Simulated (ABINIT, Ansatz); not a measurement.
# Osmium (P6_3/mmc): phonons by linear response, part 2 of 4

How does Osmium (P6_3/mmc) vibrate, and is this structure a minimum?

ABINIT 10.8.3; DFT PBE, scalar-relativistic, plane waves, PseudoDojo norm-conserving pseudopotentials.

So far. Step 3 (Relaxing the cell and atoms): The volume changes by +2.0 % in this run and stands +2.0 % from the first cell. Step 4 (Self-consistent run for the response): The cell stands at -0.69 GPa: the relaxation ran with a smoothed and higher cutoff, and the difference is a stress of the finite basis. The relaxed cell has a = 2.751, c = 4.352 Å (conventional setting).

## 5. Linear response at Γ

At q = 0 one unit cell holds all displacements. The response is solved for single atoms along the cell's directions, and symmetry skips those that follow from others. The crystal is treated as a metal, which screens a static field, so no field response is asked.

Contents of dfpt_gamma.abi:

```

# common to the responses
getwfk_filepath "gso_WFK"
kptopt 2
nqpt 1
qpt 0.0 0.0 0.0
asr 0
chneut 0

# displacements
rfphon 1
rfatpol 1 2
rfdir 1 1 1
tolvrs 1.0d-10
prtwf 0
prtpot 1

# basis, mesh and filling
ecut 33.0
ngkpt 12 12 6
nshiftk 1
shiftk 0.0 0.0 0.0
istwfk *1
occopt 7
tsmear 0.01
nband 24
nstep 100
diemac 1000000.0
prtebands 0
prtgsr 0

# cell and atoms
acell 3*1.0 Angstrom
rprim 
    2.750993392 0.0 0.0
    -1.375496696 2.382430164 0.0
    0.0 0.0 4.351957766
ntypat 1
znucl 76
natom 2
typat 1 1
xred 
    1/3 2/3 0.25
    2/3 1/3 0.75
pp_dirpath "./pseudo"
pseudos "Os.upf"
```

Run with:

```
> OMP_NUM_THREADS=1 mpirun -n 16 abinit dfpt_gamma.abi > dfpt_gamma.log
```

Numbers of over 12 decimals in the logs are rounded to 6 here.

dfpt_gamma.abo, the main output file:

```text
[banners, grids, parts of the stress and lines that vanish by symmetry left out]
- input  file    -> dfpt_gamma.abi
- output file    -> dfpt_gamma.abo
- root for input  files -> dfpt_gammai
- root for output files -> dfpt_gammao

 Symmetries : space group P6_3/m m c (#194); Bravais hP (primitive hexag.)
================================================================================
 Values of the parameters that define the memory need of the present run (RF).
     intxc =       0      iscf =       7    lmnmax =       8     lnmax =       8
     mgfft =      45  mpssoang =       4    mqgrid =    3001     natom =       2
  nloc_mem =       1    nspden =       1   nspinor =       1    nsppol =       1
      nsym =      24    n1xccc =    2501    ntypat =       1    occopt =       7
   xclevel =       2
-    mband =          24        mffmem =           1         mkmem =          28
-   mkqmem =          28        mk1mem =          28           mpw =        1773
      nfft =       40500          nkpt =         436
- my_mband =          24
================================================================================
================================================================================

--------------------------------------------------------------------------------
------------- Echo of variables that govern the present computation ------------
--------------------------------------------------------------------------------
-
- outvars: echo of selected default values
-   iomode0 =  0 , fftalg0 =312 , wfoptalg0 =  0
-
- outvars: echo of global parameters not present in the input file
-  max_nthreads =    1
-
 -outvars: echo values of preprocessed input variables
 [... echo left out ...]
================================================================================

 chkinp: Checking input parameters for consistency.

[...]
== DATASET  1 ==================================================================
-   mpi_nproc: 16, omp_nthreads: 1 (-1 if OMP is not activated)

--- !DatasetInfo
iteration_state: {dtset: 1, }
dimensions: {natom: 2, nkpt: 436, mband: 24, nsppol: 1, nspinor: 1, nspden: 1, mpw: 1773, }
cutoff_energies: {ecut:  33.0, pawecutdg:  -1.0, }
electrons: {nelect:   3.20000000E+01, charge:   0.00000000E+00, occopt:   7.00000000E+00, tsmear:   1.00000000E-02, }
meta: {optdriver: 1, rfphon: 1, }
...

 mkfilename: getwfk from: gso_WFK

 Real(R)+Recip(G) space primitive vectors, cartesian coordinates (Bohr,Bohr^-1):
 R(1)=  5.1986241  0.0000000  0.0000000  G(1)=  0.1923586  0.1110583  0.0000000
 R(2)= -2.5993120  4.5021405  0.0000000  G(2)=  0.0000000  0.2221166  0.0000000
 R(3)=  0.0000000  0.0000000  8.2240083  G(3)=  0.0000000  0.0000000  0.1215952
 Unit cell volume ucvol=  1.9248239E+02 bohr^3
 Angles (23,13,12)=  9.00000000E+01  9.00000000E+01  1.20000000E+02 degrees
 setup1 : take into account q-point for computing boxcut.

 getcut: wavevector=  0.0000  0.0000  0.0000  ngfft=  30  30  45
         ecut(hartree)=     33.000   => boxcut(ratio)=   2.06894

--- Pseudopotential description ------------------------------------------------
- pspini: atom type   1  psp file is ./pseudo/Os.upf

   1.66910341E+03                                ecore*ucvol(ha*bohr**3)
--------------------------------------------------------------------------------

 ==>  initialize data related to q vector <==

 The list of irreducible perturbations for this q vector is:
    1)    idir= 1    ipert=   1
    2)    idir= 3    ipert=   1

[...]
The perturbation idir=   2  ipert=   1 is
 symmetric of a previously calculated perturbation.
 So, its SCF calculation is not needed.

 The perturbation idir=   1  ipert=   2 is
 symmetric of a previously calculated perturbation.
 So, its SCF calculation is not needed.

 The perturbation idir=   2  ipert=   2 is
 symmetric of a previously calculated perturbation.
 So, its SCF calculation is not needed.

 The perturbation idir=   3  ipert=   2 is
 symmetric of a previously calculated perturbation.
 So, its SCF calculation is not needed.

--------------------------------------------------------------------------------
 Perturbation wavevector (in red.coord.)   0.000000  0.000000  0.000000
 Perturbation : displacement of atom   1   along direction   1
 Found     2 symmetries that leave the perturbation invariant.

[...]
dfpt_looppert : total number of electrons, from k and k+q
  fully or partially occupied states are    3.200000E+01 and    3.200000E+01.
 Initialisation of the first-order wave-functions :
  ireadwf=   0

--- !BeginCycle
iteration_state: {dtset: 1, }
solver: {iscf: 7, nstep: 100, nline: 4, wfoptalg: 0, }
tolerances: {tolvrs: 1.00E-10, }
...

     iter   2DEtotal(Ha)        deltaE(Ha) residm    vres2
-ETOT  1   2.725666     -2.079E+03 1.717E+00 1.420E+02
 ETOT  2   2.347883     -3.778E-01 6.897E-02 3.589E+00
 ETOT  3   2.345869     -2.013E-03 1.265E-03 1.159E-01
 ETOT  4   2.345803     -6.600E-05 8.295E-05 7.522E-03
 ETOT  5   2.345814      1.021E-05 6.116E-06 4.991E-02
[...]
At SCF step    9       vres2   =  5.31E-12 < tolvrs=  1.00E-10 =>converged.
[...]
Mean square residual over all n,k,spin=   20.906E-14; max=  22.526E-11

 Thirteen components of 2nd-order total energy (hartree) are
 1,2,3: 0th-order hamiltonian combined with 1st-order wavefunctions
     kin0=   1.68876345E+03 eigvalue=   4.89933669E+01  local=  -1.01534251E+03
 4,5,6: 1st-order hamiltonian combined with 1st and 0th-order wfs
 loc psp =  -2.60432655E+03  Hartree=   6.11960747E+02     xc=  -1.21945649E+02
 note that "loc psp" includes a xc core correction that could be resolved
 7,8,9: eventually, occupation + non-local contributions
    edocc=   2.52451298E+02     enl0=   6.14359770E+02   enl1=  -1.55415441E+03
 1-9 gives the relaxation energy (to be shifted if some occ is /=2.0)
   erelax=  -2.07924048E+03
 10,11,12 Non-relaxation  contributions : frozen-wavefunctions and Ewald
 fr.local=   1.24782270E+03 fr.nonlo=   7.77036888E+02  Ewald=   2.39024729E+01
 13,14 Frozen wf xc core corrections (1) and (2)
 frxc 1  =  -2.11017035E+02  frxc 2 =   2.43841250E+02
 Resulting in :
 2DEtotal=    0.2345800981E+01 Ha. Also 2DEtotal=    0.638324965516E+02 eV
    (2DErelax=   -2.0792404769E+03 Ha. 2DEnonrelax=    2.0815862779E+03 Ha)
    (  non-var. 2DEtotal :    2.3458013861E+00 Ha)

[...]
Perturbation wavevector (in red.coord.)   0.000000  0.000000  0.000000
 Perturbation : displacement of atom   1   along direction   3
 Found     6 symmetries that leave the perturbation invariant.

--------------------------------------------------------------------------------

--------------------------------------------------------------------------------

 dfpt_looppert : total number of electrons, from k and k+q
  fully or partially occupied states are    3.200000E+01 and    3.200000E+01.
 Initialisation of the first-order wave-functions :
  ireadwf=   0

--- !BeginCycle
iteration_state: {dtset: 1, }
solver: {iscf: 7, nstep: 100, nline: 4, wfoptalg: 0, }
tolerances: {tolvrs: 1.00E-10, }
...

     iter   2DEtotal(Ha)        deltaE(Ha) residm    vres2
-ETOT  1   16.247209529879     -6.101E+03 4.597E+00 2.433E+04
[...]
ETOT  9   11.192738559942      1.455E-11 1.017E-09 8.778E-10
 ETOT 10   11.192738559785     -1.573E-10 5.175E-11 2.396E-12

 At SCF step   10       vres2   =  2.40E-12 < tolvrs=  1.00E-10 =>converged.
[...]
Mean square residual over all n,k,spin=   63.146E-15; max=  51.750E-12

 Thirteen components of 2nd-order total energy (hartree) are
 1,2,3: 0th-order hamiltonian combined with 1st-order wavefunctions
     kin0=   4.31651259E+03 eigvalue=   9.42492583E+01  local=  -2.58853664E+03
 4,5,6: 1st-order hamiltonian combined with 1st and 0th-order wfs
 loc psp =  -8.33006386E+03  Hartree=   2.40796487E+03     xc=  -3.21371717E+02
 note that "loc psp" includes a xc core correction that could be resolved
 7,8,9: eventually, occupation + non-local contributions
    edocc=   6.47761040E+02     enl0=   1.54957676E+03   enl1=  -3.88224845E+03
 1-9 gives the relaxation energy (to be shifted if some occ is /=2.0)
   erelax=  -6.10615615E+03
 10,11,12 Non-relaxation  contributions : frozen-wavefunctions and Ewald
 fr.local=   3.08147030E+03 fr.nonlo=   1.94279266E+03  Ewald=   1.01074743E+03
 13,14 Frozen wf xc core corrections (1) and (2)
 frxc 1  =  -5.28164182E+02  frxc 2 =   6.10502683E+02
 Resulting in :
 2DEtotal=    0.1119273856E+02 Ha. Also 2DEtotal=    0.304569932101E+03 eV
    (2DErelax=   -6.1061561548E+03 Ha. 2DEnonrelax=    6.1173488934E+03 Ha)
    (  non-var. 2DEtotal :    1.1192738559E+01 Ha)

[...]
---- first-order wavefunction calculations are completed ----

 ==> Compute Derivative Database <==

 [... matrices left out ...]
  Phonon wavevector (reduced coordinates) :  0.00000  0.00000  0.00000
 Phonon energies in Hartree :
  -1.793156E-05 -1.709302E-05 -1.709302E-05  7.078348E-04  7.078348E-04
   9.772090E-04
 Phonon frequencies in cm-1    :
- -3.935523E+00 -3.751485E+00 -3.751485E+00  1.553518E+02  1.553518E+02
-  2.144726E+02

== END DATASET(S) ==============================================================
================================================================================

 -outvars: echo values of variables after computation
            acell      1.8897261259E+00  1.8897261259E+00  1.8897261259E+00 Bohr
           etotal      1.1192738560E+01
            fcart      0.0000000000E+00  0.0000000000E+00  0.0000000000E+00
           strten      0.0000000000E+00  0.0000000000E+00  0.0000000000E+00
================================================================================
```

Wall time 36 s (16 MPI ranks of Arm Neoverse V2, shared host); 9.7 min of CPU time.

Read from the output:

```yaml
largest_acoustic_frequency_at_the_zone_centre_before_the_sum_rule: -3.94 cm⁻¹
highest_optical_zone_centre_mode_no_lo_to_term: 214.5 cm⁻¹
lowest_optical_zone_centre_mode: 155.3 cm⁻¹
```

The acoustic modes at Γ come out as far as 3.9 cm⁻¹ from zero, where they should vanish, a small numerical error.

## 6. Phonons on a q mesh

Linear response treats each wavevector of the 3×3×2 mesh in the unit cell; the first-order potentials are kept for the electron-phonon matrix elements.

Contents of dfpt_q.abi:

```
ndtset 5

# wavevectors
qpt1 0.3333333333 0.0 0.0
qpt2 0.3333333333 0.3333333333 0.0
qpt3 0.0 0.0 0.5
qpt4 0.3333333333 0.0 0.5
qpt5 0.3333333333 0.3333333333 0.5

# displacements
getwfk_filepath "gso_WFK"
getwfq_filepath "gso_WFK"
kptopt 3
nqpt 1
rfphon 1
rfatpol 1 2
rfdir 1 1 1
tolvrs 1.0d-10
prtwf 0
prtpot 1

# basis, mesh and filling
ecut 33.0
ngkpt 12 12 6
nshiftk 1
shiftk 0.0 0.0 0.0
istwfk *1
occopt 7
tsmear 0.01
nband 24
nstep 100
diemac 1000000.0
prtebands 0
prtgsr 0

# cell and atoms
acell 3*1.0 Angstrom
rprim 
    2.750993392 0.0 0.0
    -1.375496696 2.382430164 0.0
    0.0 0.0 4.351957766
ntypat 1
znucl 76
natom 2
typat 1 1
xred 
    1/3 2/3 0.25
    2/3 1/3 0.75
pp_dirpath "./pseudo"
pseudos "Os.upf"
```

Run with:

```
> OMP_NUM_THREADS=1 mpirun -n 16 abinit dfpt_q.abi > dfpt_q.log
```

dfpt_q.abo, the main output file:

```text
[banners, grids, parts of the stress and lines that vanish by symmetry left out]
- input  file    -> dfpt_q.abi
- output file    -> dfpt_q.abo
- root for input  files -> dfpt_qi
[...]
DATASET    1 : space group P6_3/m m c (#194); Bravais hP (primitive hexag.)
[...]
nfft =       40500          nkpt =         864
[...]
DATASET    2 : space group P6_3/m m c (#194); Bravais hP (primitive hexag.)
[...]
nfft =       40500          nkpt =         864
[...]
DATASET    3 : space group P6_3/m m c (#194); Bravais hP (primitive hexag.)
[...]
nfft =       40500          nkpt =         864
[...]
DATASET    4 : space group P6_3/m m c (#194); Bravais hP (primitive hexag.)
[...]
nfft =       40500          nkpt =         864
[...]
DATASET    5 : space group P6_3/m m c (#194); Bravais hP (primitive hexag.)
[...]
nfft =       40500          nkpt =         864
[...]
== DATASET  1 ==================================================================
[...]
cutoff_energies: {ecut:  33.0, pawecutdg:  -1.0, }
[...]
Perturbation : displacement of atom   1   along direction   1
[...]
-ETOT  1   8.570194     -2.501E+03 2.977E+00 2.189E+04
 ETOT  2   21.374867202657      1.280E+01 4.597E+00 1.517E+05
 ETOT  3   6.687111     -1.469E+01 3.454E+00 5.106E+03
 ETOT  4   6.237545     -4.496E-01 1.121E+01 5.767E+02
 ETOT  5   6.107126     -1.304E-01 4.760E+00 5.256E+00
[...]
At SCF step   15       vres2   =  1.63E-11 < tolvrs=  1.00E-10 =>converged.
[...]
Perturbation : displacement of atom   1   along direction   2
[...]
-ETOT  1   4.645429     -2.130E+03 2.790E+00 1.311E+02
[...]
At SCF step   13       vres2   =  7.97E-13 < tolvrs=  1.00E-10 =>converged.
[...]
Perturbation : displacement of atom   1   along direction   3
[...]
-ETOT  1   13.139564759184     -5.719E+03 6.266E+00 7.425E+03
[...]
At SCF step   13       vres2   =  1.49E-11 < tolvrs=  1.00E-10 =>converged.
[...]
Phonon wavevector (reduced coordinates) :  0.33333  0.00000  0.00000
 Phonon energies in Hartree :
[...]
Phonon frequencies in cm-1    :
-  1.099519E+02  1.272632E+02  1.647412E+02  1.781086E+02  1.790819E+02
-  1.924217E+02
[...]
== DATASET  2 ==================================================================
[...]
cutoff_energies: {ecut:  33.0, pawecutdg:  -1.0, }
[...]
Perturbation : displacement of atom   1   along direction   1
[...]
-ETOT  1   7.837955     -2.409E+03 4.310E+00 4.187E+03
[...]
At SCF step   14       vres2   =  2.30E-13 < tolvrs=  1.00E-10 =>converged.
[...]
Perturbation : displacement of atom   1   along direction   3
[...]
-ETOT  1   11.086583322478     -5.560E+03 2.993E+01 2.313E+03
[...]
Phonon wavevector (reduced coordinates) :  0.33333  0.33333  0.00000
 Phonon energies in Hartree :
[...]
Phonon frequencies in cm-1    :
-  1.398447E+02  1.398447E+02  1.701875E+02  1.739801E+02  1.739801E+02
-  2.180751E+02
[...]
== DATASET  3 ==================================================================
[...]
cutoff_energies: {ecut:  33.0, pawecutdg:  -1.0, }
[...]
Perturbation : displacement of atom   1   along direction   1
[...]
-ETOT  1   2.857887     -2.078E+03 1.716E+00 1.553E+02
[...]
Perturbation : displacement of atom   1   along direction   3
[...]
-ETOT  1   21.295396016053     -7.228E+03 4.488E+00 1.112E+05
[...]
Phonon wavevector (reduced coordinates) :  0.00000  0.00000  0.50000
 Phonon energies in Hartree :
[...]
Phonon frequencies in cm-1    :
-  1.125829E+02  1.125829E+02  1.125829E+02  1.125829E+02  1.712783E+02
-  1.712783E+02
[...]
== DATASET  4 ==================================================================
[...]
cutoff_energies: {ecut:  33.0, pawecutdg:  -1.0, }
[...]
Perturbation : displacement of atom   1   along direction   1
[...]
-ETOT  1   7.669427     -2.443E+03 3.672E+00 7.820E+03
[...]
Perturbation : displacement of atom   1   along direction   2
[...]
-ETOT  1   5.084974     -2.128E+03 4.635E+00 1.348E+02
[...]
Perturbation : displacement of atom   1   along direction   3
[...]
-ETOT  1   17.705610072806     -5.913E+03 2.083E+01 2.351E+04
[...]
Phonon wavevector (reduced coordinates) :  0.33333  0.00000  0.50000
 Phonon energies in Hartree :
[...]
Phonon frequencies in cm-1    :
-  1.345502E+02  1.345525E+02  1.551068E+02  1.551068E+02  2.123349E+02
-  2.123363E+02
[...]
== DATASET  5 ==================================================================
[...]
cutoff_energies: {ecut:  33.0, pawecutdg:  -1.0, }
[...]
Perturbation : displacement of atom   1   along direction   1
[...]
-ETOT  1   7.681255     -2.397E+03 3.578E+00 3.664E+03
[...]
At SCF step   11       vres2   =  2.02E-11 < tolvrs=  1.00E-10 =>converged.
[...]
Perturbation : displacement of atom   1   along direction   3
[...]
-ETOT  1   16.678797163960     -5.614E+03 4.346E+00 5.653E+03
[...]
ETOT 10   14.571149794386      2.728E-12 1.828E+00 1.056E-08
 ETOT 11   14.571149794406      2.001E-11 1.328E+01 2.804E-12
 At SCF step   11       vres2   =  2.80E-12 < tolvrs=  1.00E-10 =>converged.
[...]
Phonon wavevector (reduced coordinates) :  0.33333  0.33333  0.50000
 Phonon energies in Hartree :
[...]
Phonon frequencies in cm-1    :
-  1.480273E+02  1.480273E+02  1.900859E+02  1.900859E+02  1.980410E+02
-  1.980410E+02
[...]
strten3     0.0000000000E+00  0.0000000000E+00  0.0000000000E+00
           
================================================================================
```

Wall time 15 min (16 MPI ranks).

Read from the output:

| Item | Value |
| --- | --- |
| lowest mode on the q mesh (acoustic ones at the zone centre apart) | 110.0 cm⁻¹ |

Frequencies (cm⁻¹) before the sum rule at the irreducible wavevectors but Γ, which is solved apart; negative means imaginary. Frequencies by wavevector:

| q (fractions) | star | mode 1 | mode 2 | mode 3 | mode 4 | mode 5 | mode 6 |
| --- | --- | --- | --- | --- | --- | --- | --- |
| 0.3333 0 0 | 6 | 110 | 127.3 | 164.7 | 178.1 | 179.1 | 192.4 |
| 0.3333 0.3333 0 | 2 | 139.8 | 139.8 | 170.2 | 174 | 174 | 218.1 |
| 0 0 0.5 | 1 | 112.6 | 112.6 | 112.6 | 112.6 | 171.3 | 171.3 |
| 0.3333 0 0.5 | 6 | 134.6 | 134.6 | 155.1 | 155.1 | 212.3 | 212.3 |
| 0.3333 0.3333 0.5 | 2 | 148 | 148 | 190.1 | 190.1 | 198 | 198 |

(Continued in part 3 of 4.)

[Host names and launcher messages were left out of these logs when they were recorded.]

[Logs are printed without paths, hosts, clocks, repeated set-up lines and the standing remarks that a program may print on its own settings, such as how far it seeks lower states.]

[Hosts, paths, dates, database ids (printed as entryN), source tags and the programs' standing remarks are cut or masked in the printed files.]
